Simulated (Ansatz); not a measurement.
# Phonons of ZnCd in the Bh ordering

Question: is the lattice of ZnCd in the Bh ordering stable, and if so, what are its coupling constant and resistivity?

Program: Ansatz 0.2.0. Level of theory: DFT PBE, scalar-relativistic, plane waves, PAW. Results are calculated unless marked as measured.

Most raw output is cut from this account.

The structure was built from a prototype and need not be the compound's stable phase.

## 1. Starting point

It takes space group P-6m2 (No. 187, hexagonal). The conventional cell has a = 2.962 Å, b = 2.962 Å, c = 4.836 Å, α = 90.00°, β = 90.00°, γ = 120.00°. Cd has 6 Cd at 2.96 Å and 6 Zn at 2.96 Å nearest. Nearest to Zn lie 6 Zn at 2.96 Å and 6 Cd at 2.96 Å. Farther neighbours are not listed.

As a file:

```cif
data_structure
_symmetry_space_group_name_H-M 'P-6m2'
_symmetry_Int_Tables_number 187
_cell_length_a 2.9616
_cell_length_b 2.9616
_cell_length_c 4.8364
_cell_angle_alpha 90.000
_cell_angle_beta 90.000
_cell_angle_gamma 120.000
_cell_volume 36.74
loop_
_atom_site_label
_atom_site_type_symbol
_atom_site_symmetry_multiplicity
_atom_site_Wyckoff_symbol
_atom_site_fract_x
_atom_site_fract_y
_atom_site_fract_z
_atom_site_occupancy
Cd1 Cd 1 a 0.00000 0.00000 0.00000 1
Zn1 Zn 1 d 0.33333 0.66667 0.50000 1
```

## 2. Relaxing cell and atoms

Lattice constant and positions set the bands and the force constants, so the cell is relaxed first.

input.yaml reads:

```yaml
crystal:
  lattice:
    - [2.96164, 0.0, 0.0]
    - [-1.48082, 2.56485, 0.0]
    - [0.0, 0.0, 4.83636]
  atoms:
    - { symbol: Cd, position: [0.33333333, 0.66666667, 0.25] }
    - { symbol: Zn, position: [0.66666667, 0.33333333, 0.75] }
kpoints:
  mp_grid: { grid: [12, 12, 6] }
hamiltonian:
  xc: pbe
scf:
  occupations: { method: gaussian, width: 0.1 }
output:
  forces: true
  stress: true
  eigenvalues: true
  write_density: true
  write_potential: true
  elf: true
  volumetric_format: npy
relax:
  adjacent_minimum: "off"
  f_tol: 0.005
  max_steps: 80
  cell: { stress_tol: 0.05 }
```

Started as:

```
$ ansatz run input.yaml --threads 4 --pin off --max-ram 8192MiB --backend cpu --events-out ev --progress --plain --runs-dir out
```

Elapsed: 8.3 s, on 4 threads of Intel Xeon Platinum 8488C (Sapphire Rapids), shared host; peak memory 0.48 GiB.

The steps of the relaxation:

| step | energy less that of the first step (eV) | largest force component (eV/Å) | pressure (GPa) | volume (Å³) |
| --- | --- | --- | --- | --- |
| 1 | 0.0000 | 0.0000 | 2.19 | 36.74 |
| 2 | -0.0205 | 0.0000 | -0.46 | 38.44 |
| 3 | -0.0227 | 0.0000 | -0.28 | 38.26 |
| 4 | -0.0250 | 0.0000 | 0.27 | 37.88 |
| 5 | -0.0255 | 0.0000 | 0.01 | 38.03 |
| 6 | -0.0256 | 0.0000 | 0.02 | 38.04 |
| 7 | -0.0256 | 0.0000 | 0.00 | 38.05 |
| 8* | -0.0261 | 0.0000 | -0.01 | 38.05 |

Relaxation steps marked * repeat the geometry before them on a plane-wave basis chosen anew for their cell, so energy and pressure can jump there.

Forces are held to the 12 operations that the run works with; a distortion that breaks them can't arise in this run.

| conventional cell, symmetrised | before | after | change |
| --- | --- | --- | --- |
| a (Å) | 2.962 | 3.066 | +3.5 % |
| b (Å) | 2.962 | 3.066 | +3.5 % |
| c (Å) | 4.836 | 4.673 | -3.4 % |
| volume (Å³/atom) | 18.37 | 19.02 | +3.6 % |

The relaxed structure:

```xyz
2
Lattice="3.0662 0.0000 0.0000 -1.5331 2.6554 0.0000 0.0000 0.0000 4.6730" Properties=species:S:1:pos:R:3 pbc="T T T"
Cd    0.0000    1.7702    1.1683
Zn    1.5331    0.8851    3.5048
```

Numbers from this step:

| Property | Result |
| --- | --- |
| pressure | -0.01057 GPa |
| volume per atom | 19.02 Å³ |
| metallic on mesh | yes |
| gap on the k-mesh | 0 eV |

ELF in the ac plane at fractional y = 0.333, with atoms of Zn within 0.2 Å of it. It is the smooth field of the valence electrons, not physical close to the nuclei.

Ten even steps from '0' (0.00) to '9' (0.33):
```
7777777766666667
7877876666555666
6788766653223466
5777766531000246
5677756410000035
5677656410000035
5677756410000035
5777766531000246
6788766653223466
7877876666555666
7777777766666667
7666677887777788
6655567889999987
5555556789999876
5566655678998765
5777765567888655
6789876567887655
6899876567787655
6789876567887655
5777765567888655
5566655678998765
5555556789999876
6655567889999987
7666677887777788
```
Columns run along a (3.1 Å), rows up along c (4.7 Å). Atoms in or near the plane, at fractional coordinates: Zn at (0.67, 0.75).

Electrostatic potential energy in the ac plane at fractional y = 0.333, with atoms of Zn within 0.2 Å of it. With pseudopotentials it is smooth inside the atoms' cores, unlike the true potential.

Ten even steps from '0' (-29 eV) to '9' (14 eV):
```
9999999998878899
9999999875445689
9999998642222368
9999997421000247
8999996310000135
8999996310000025
8999996310000135
9999997421000247
9999998642222368
9999999875445689
9999999998878899
9999999999999999
9999999999999999
9988899999999999
8877889999999999
8766778999999998
7665678899999998
7655667899999998
7665678899999998
8766778999999998
8877889999999999
9988899999999999
9999999999999999
9999999999999999
```
Columns run along a (3.1 Å; values clipped at the 3rd and 97th percentile), rows up along c (4.7 Å). Atoms in or near the plane, at fractional coordinates: Zn at (0.67, 0.75).

Valence density in the ac plane at fractional y = 0.333, with atoms of Zn within 0.2 Å of it. It is the smooth field of the valence electrons, not physical close to the nuclei.

Ten steps, logarithmic in the rise over the least value, from '0' (0 e/Å³) to '9' (40 e/Å³):
```
0000000000110000
0000000011111100
0000000123333210
0000000135665321
0000001247897531
0000001257998531
0000001247897531
0000000135665321
0000000123333210
0000000011111100
0000000000110000
0000000000000000
0000000000000000
0000000000000000
0111100000000000
1112110000000000
1222211000000000
1222211000000000
1222211000000000
1112110000000000
0111100000000000
0000000000000000
0000000000000000
0000000000000000
```
Columns run along a (3.1 Å), rows up along c (4.7 Å). Atoms in or near the plane, at fractional coordinates: Zn at (0.67, 0.75).

The largest force is now zero by symmetry and the largest stress component 0.015 GPa.

## 3. Tight relaxation

No force is left; the cell is relaxed once more with another smearing and tight thresholds.

input.yaml reads:

```yaml
crystal:
  lattice:
    - [3.0661568061, 0.0, 0.0]
    - [-1.533078403, 2.655369686, 0.0]
    - [0.0, 0.0, 4.6730181506]
  atoms:
    - { symbol: Cd, position: [0.3333333333, 0.6666666667, 0.25] }
    - { symbol: Zn, position: [0.6666666667, 0.3333333333, 0.75] }
kpoints:
  mp_grid: { grid: [12, 12, 6] }
hamiltonian:
  xc: pbe
scf:
  occupations: { method: methfessel_paxton, width: 0.2 }
output:
  forces: true
  stress: true
  eigenvalues: true
relax:
  adjacent_minimum: "off"
  f_tol: 0.001
  max_steps: 60
  cell: { stress_tol: 0.01 }
```

The job ended after 4.4 s (4 threads; peak memory 0.48 GiB).

Step by step:

| step | energy less that of the first step (eV) | largest force component (eV/Å) | pressure (GPa) | volume (Å³) |
| --- | --- | --- | --- | --- |
| 1 | 0.0000 | 0.0000 | -0.04 | 38.05 |
| 2 | 0.0000 | 0.0000 | 0.00 | 38.02 |
| 3 | 0.0000 | 0.0000 | 0.00 | 38.03 |
| 4 | 0.0000 | 0.0000 | 0.00 | 38.03 |

The log counts 1 steps on a newly chosen plane-wave basis, not all of them marked here; energy and pressure can jump at such steps.

| conventional cell, symmetrised | before | after | change |
| --- | --- | --- | --- |
| a (Å) | 3.066 | 3.068 | +0.1 % |
| b (Å) | 3.066 | 3.068 | +0.1 % |
| c (Å) | 4.673 | 4.666 | -0.2 % |
| volume (Å³/atom) | 19.02 | 19.01 | -0.1 % |

The relaxed structure:

```cif
data_structure
_symmetry_space_group_name_H-M 'P 1'
_symmetry_Int_Tables_number 1
_cell_length_a 3.0677
_cell_length_b 3.0677
_cell_length_c 4.6658
_cell_angle_alpha 90.000
_cell_angle_beta 90.000
_cell_angle_gamma 120.000
_cell_volume 38.03
loop_
_atom_site_label
_atom_site_type_symbol
_atom_site_fract_x
_atom_site_fract_y
_atom_site_fract_z
_atom_site_occupancy
Cd1 Cd 0.33333 0.66667 0.25000 1
Zn2 Zn 0.66667 0.33333 0.75000 1
```

Numbers from this step:

| Quantity | Value |
| --- | --- |
| pressure | -0.003668 GPa |
| volume per atom | 19.01 Å³ |

The largest force is now zero by symmetry and the largest stress component 0.0041 GPa, small enough for phonons.

## 4. Phonons: q 2×2×1, k 6×6×4

Couplings are defined for a stable lattice alone, so phonons come first.

input.yaml reads:

```yaml
crystal:
  lattice:
    - [3.0677083637, 0.0, 0.0]
    - [-1.5338541818, 2.6567133743, 0.0]
    - [0.0, 0.0, 4.6657523614]
  atoms:
    - { symbol: Cd, position: [0.3333333333, 0.6666666667, 0.25] }
    - { symbol: Zn, position: [0.6666666667, 0.3333333333, 0.75] }
kpoints:
  mp_grid: { grid: [6, 6, 4] }
hamiltonian:
  xc: pbe
scf:
  occupations: { method: methfessel_paxton, width: 0.2 }
output:
  eigenvalues: true
phonons:
  method: dfpt
  qmesh: [2, 2, 1]
  temperatures: { t_max: 1000, t_step: 50 }
  qpath:
    path:
      - [[0.0, 0.0, 0.0], [0.5, 0.0, 0.0], [0.33333333, 0.33333333, 0.0], [0.0, 0.0, 0.0], [0.0, 0.0, 0.5], [0.5, 0.0, 0.5], [0.33333333, 0.33333333, 0.5], [0.0, 0.0, 0.5]]
      - [[0.5, 0.0, 0.5], [0.5, 0.0, 0.0]]
      - [[0.33333333, 0.33333333, 0.5], [0.33333333, 0.33333333, 0.0]]
    npoints: 10
```

Wall time 6.5 s (4 threads); peak memory 0.55 GiB; 22 s of CPU time.

Numbers from this step:

```
share of imaginary modes in the plain interpolation between solved wavevectors : 0.0019
highest frequency, solved or plainly interpolated                              : 163.2 cm⁻¹
```

Solved on the 2×2×1 mesh alone; all other wavevectors are interpolated, and an axis with one point has no dispersion of its own. The phonon branches at the labelled points (cm⁻¹):

| point | branch 1 | branch 2 | branch 3 | branch 4 | branch 5 | branch 6 |
| --- | --- | --- | --- | --- | --- | --- |
| Γ | 0 | 0 | 0 | 64 | 64 | 163 |
| halfway | 17 | 30 | 64 | 68 | 103 | 142 |
| M | -12 | 54 | 70 | 84 | 112 | 139 |
| halfway | 33 | 53 | 76 | 90 | 110 | 132 |
| K | 54 | 55 | 68 | 106 | 112 | 118 |
| halfway | 30 | 34 | 57 | 84 | 106 | 136 |
| Γ | 0 | 0 | 0 | 64 | 64 | 163 |
| halfway | 24 | 24 | 60 | 60 | 60 | 152 |
| A | 39 | 39 | 51 | 51 | 99 | 130 |
| halfway | 37 | 55 | 74 | 82 | 98 | 120 |
| L | 14 | 60 | 67 | 92 | 109 | 134 |
| halfway | 40 | 57 | 85 | 85 | 108 | 128 |
| H | 54 | 68 | 68 | 106 | 112 | 112 |
| halfway | 40 | 65 | 76 | 77 | 104 | 117 |
| A | 39 | 39 | 51 | 51 | 99 | 130 |
| jump to L | 14 | 60 | 67 | 92 | 109 | 134 |
| halfway | 4 | 57 | 69 | 88 | 111 | 136 |
| M | -12 | 54 | 70 | 84 | 112 | 139 |
| jump to H | 54 | 68 | 68 | 106 | 112 | 112 |
| halfway | 54 | 61 | 68 | 106 | 112 | 115 |
| K | 54 | 55 | 68 | 106 | 112 | 118 |

Lowest modes at the softest wavevector of the mesh. Modes at q = (0.500, 0.000, 0.000), with each element's share of the kinetic energy (negative means imaginary):

| mode | frequency (cm⁻¹) | Cd % | Zn % |
| --- | --- | --- | --- |
| 1 | -12.0 | 7 | 93 |
| 2 | 53.7 | 92 | 8 |
| 3 | 69.8 | 93 | 7 |
| 4 | 84.4 | 11 | 89 |
| 5 | 112.5 | 8 | 92 |
| 6 | 138.8 | 89 | 11 |

Displacements in mode 1 (-12.0 cm⁻¹), the largest set to 1, in the home cell:
```
Cd1  0.12 -0.20  0.00
Zn2  0.58 -1.00  0.00
```

Displacements in mode 3 (69.8 cm⁻¹), the largest set to 1, in the home cell:
```
Cd1 -0.58  1.00  0.00
Zn2  0.20 -0.35  0.00
```

Among the solved wavevectors the lowest mode, translations apart, is -12 cm⁻¹, imaginary.

## 5. Phonons by linear response: q 3×3×2, k 9×9×6

An imaginary mode on so few k-points may come from the sampling, so the phonons are repeated with another q and k mesh.

Changes to input.yaml since step 4:

```diff
@@ -9,3 +9,3 @@
 kpoints:
-  mp_grid: { grid: [6, 6, 4] }
+  mp_grid: { grid: [9, 9, 6] }
 hamiltonian:
@@ -18,3 +18,3 @@
   method: dfpt
-  qmesh: [2, 2, 1]
+  qmesh: [3, 3, 2]
   temperatures: { t_max: 1000, t_step: 50 }
```

Elapsed: 52 s, on 4 threads; peak memory 0.79 GiB; 3.2 min of CPU time.

This step gave:

| Item | Value |
| --- | --- |
| share of imaginary modes in the plain interpolation between solved wavevectors | 0.0812 |
| highest frequency, solved or plainly interpolated | 160.9 cm⁻¹ |

Solved on the 3×3×2 mesh alone; all other wavevectors are interpolated. Phonon branches along the path, in cm⁻¹:

| point | branch 1 | branch 2 | branch 3 | branch 4 | branch 5 | branch 6 |
| --- | --- | --- | --- | --- | --- | --- |
| Γ | 0 | 0 | 0 | 63 | 63 | 161 |
| halfway | 30 | 36 | 64 | 70 | 101 | 143 |
| M | 34 | 56 | 76 | 77 | 117 | 135 |
| halfway | 32 | 56 | 71 | 95 | 113 | 131 |
| K | 31 | 58 | 68 | 107 | 114 | 121 |
| halfway | 31 | 40 | 64 | 82 | 105 | 138 |
| Γ | 0 | 0 | 0 | 63 | 63 | 161 |
| halfway | 24 | 24 | 53 | 58 | 58 | 147 |
| A | 41 | 41 | 48 | 48 | 90 | 122 |
| halfway | -29 | 34 | 47 | 75 | 109 | 141 |
| L | -35 | 37 | 58 | 94 | 119 | 159 |
| halfway | -27 | 48 | 74 | 97 | 120 | 155 |
| H | -15 | 56 | 82 | 107 | 122 | 149 |
| halfway | -32 | 36 | 57 | 79 | 112 | 144 |
| A | 41 | 41 | 48 | 48 | 90 | 122 |
| jump to L | -35 | 37 | 58 | 94 | 119 | 159 |
| halfway | 5 | 34 | 69 | 101 | 106 | 150 |
| M | 34 | 56 | 76 | 77 | 117 | 135 |
| jump to H | -15 | 56 | 82 | 107 | 122 | 149 |
| halfway | 17 | 43 | 89 | 105 | 115 | 137 |
| K | 31 | 58 | 68 | 107 | 114 | 121 |

Lowest modes at the softest wavevector of the mesh. Modes at q = (0.000, 0.333, 0.500), with each element's share of the kinetic energy (negative means imaginary):

| mode | frequency (cm⁻¹) | Cd % | Zn % |
| --- | --- | --- | --- |
| 1 | -35.3 | 43 | 57 |
| 2 | 32.8 | 0 | 100 |
| 3 | 52.4 | 100 | 0 |
| 4 | 85.8 | 57 | 43 |
| 5 | 114.2 | 57 | 43 |
| 6 | 149.8 | 43 | 57 |

Displacements in mode 1 (-35.3 cm⁻¹), the largest set to 1, in the home cell (x, y, z of the real part, then of the imaginary part):
```
Cd1  0.00  0.00  0.59  0.00  0.00 -0.29
Zn2  0.00 -0.99  0.00  0.00 -0.17  0.00
```

Displacements in mode 3 (52.4 cm⁻¹), the largest set to 1, in the home cell:
```
Cd1 -1.00  0.00  0.00
Zn2  0.00  0.00  0.00
```

Phonopy on the run's constants, 21x21x13 mesh, Gaussian sigma 2.0 cm⁻¹. Modes against wavenumber; read off at these points; values in 1/cm⁻¹/cell:

| wavenumber (cm⁻¹) | Cd | Zn |
| --- | --- | --- |
| -45.0 | 0 | 0 |
| -40.0 | 1.0e-4 | 1.2e-4 |
| -35.0 | 0.00551 | 0.00668 |
| -30.0 | 0.0107 | 0.0129 |
| -25.0 | 0.0105 | 0.0119 |
| -20.0 | 0.00731 | 0.00780 |
| -15.0 | 0.00687 | 0.00729 |
| -10.0 | 0.00341 | 0.00357 |
| -5.0 | 0.00217 | 0.00209 |
| 0.0 | 0.00149 | 0.00130 |
| 5.0 | 0.00192 | 0.00187 |
| 10.0 | 0.00455 | 0.00411 |
| 15.0 | 0.00760 | 0.00620 |
| 20.0 | 0.00785 | 0.00652 |
| 25.0 | 0.0101 | 0.00986 |
| 30.0 | 0.0226 | 0.0443 |
| 32.5 | 0.0296 | 0.0778 |
| 33.9 | 0.0281 | 0.0817 |
| 35.0 | 0.0231 | 0.0723 |
| 40.0 | 0.00926 | 0.0254 |
| 45.0 | 0.0129 | 0.0165 |
| 50.0 | 0.0145 | 0.0123 |
| 55.0 | 0.0184 | 0.00863 |
| 60.0 | 0.0222 | 0.0102 |
| 65.0 | 0.0265 | 0.0159 |
| 70.0 | 0.0294 | 0.0205 |
| 74.2 | 0.031 | 0.0211 |
| 75.0 | 0.0310 | 0.0218 |
| 80.0 | 0.0272 | 0.0212 |
| 85.0 | 0.0233 | 0.0204 |
| 90.0 | 0.0236 | 0.0201 |
| 95.0 | 0.0269 | 0.0198 |
| 100.0 | 0.0224 | 0.0133 |
| 105.0 | 0.0230 | 0.00926 |
| 110.0 | 0.0351 | 0.0243 |
| 115.0 | 0.0247 | 0.0229 |
| 120.0 | 0.0113 | 0.0112 |
| 125.0 | 0.00588 | 0.00400 |
| 130.0 | 0.00936 | 0.00731 |
| 135.0 | 0.0131 | 0.0133 |
| 140.0 | 0.0172 | 0.0246 |
| 142.4 | 0.0203 | 0.0304 |
| 145.0 | 0.0195 | 0.0271 |
| 150.0 | 0.0170 | 0.0193 |
| 155.0 | 0.00926 | 0.00944 |
| 160.0 | 0.00175 | 0.00191 |
| 165.0 | 1.4e-5 | 2.1e-5 |
| 170.0 | 0 | 0 |

No LO-TO term; unit eigenvectors of the mass-weighted matrix. Modes at Γ, with each element's share of the kinetic energy:

| mode | frequency (cm⁻¹) | symmetry | Cd % | Zn % |
| --- | --- | --- | --- | --- |
| 1 | 0.0 | unnamed | 63 | 37 |
| 2 | 0.0 | unnamed | 63 | 37 |
| 3 | 0.0 | unnamed | 63 | 37 |
| 4 | 62.9 | E' | 37 | 63 |
| 5 | 62.9 | E' | 37 | 63 |
| 6 | 160.9 | A2'' | 37 | 63 |

Displacements in mode 5 (62.9 cm⁻¹), the largest set to 1:
```
Cd1 -0.58  0.37  0.00
Zn2  1.00 -0.64  0.00
```

Displacements in mode 6 (160.9 cm⁻¹), the largest set to 1:
```
Cd1  0.00  0.00 -0.58
Zn2  0.00  0.00  1.00
```

Among the solved wavevectors the lowest mode, translations apart, is -35.3 cm⁻¹, imaginary.

## 6. Summary of results

| Item | Value |
| --- | --- |
| phonon run of the rows without a label of their own | PBE, q 3×3×2, k 9×9×6 |
| softest mode on the q mesh | -35.3 cm⁻¹ at q = (0, 0.333, 0.5) |
| highest frequency, solved or plainly interpolated | 161 cm⁻¹ |

**Reading.** The lattice is dynamically unstable at this level: a mode at q = (0, 0.333, 0.5) is imaginary, 35.3i cm⁻¹, so no harmonic coupling constant or resistivity is defined for this structure. These meshes are coarse, and single modes of a metal can move by tens of cm⁻¹ with the k mesh. The coarser mesh found an imaginary mode at another wavevector, which this mesh lacks. The structure was built by hand as an ordered model, and its stability against other phases was not tested.

[Logs are printed without paths, hosts, clocks, repeated set-up lines and the standing remarks that a program may print on its own settings, such as how far it seeks lower states.]

[Hosts, paths, dates, database ids (printed as entryN), source tags and the programs' standing remarks are cut or masked in the printed files.]
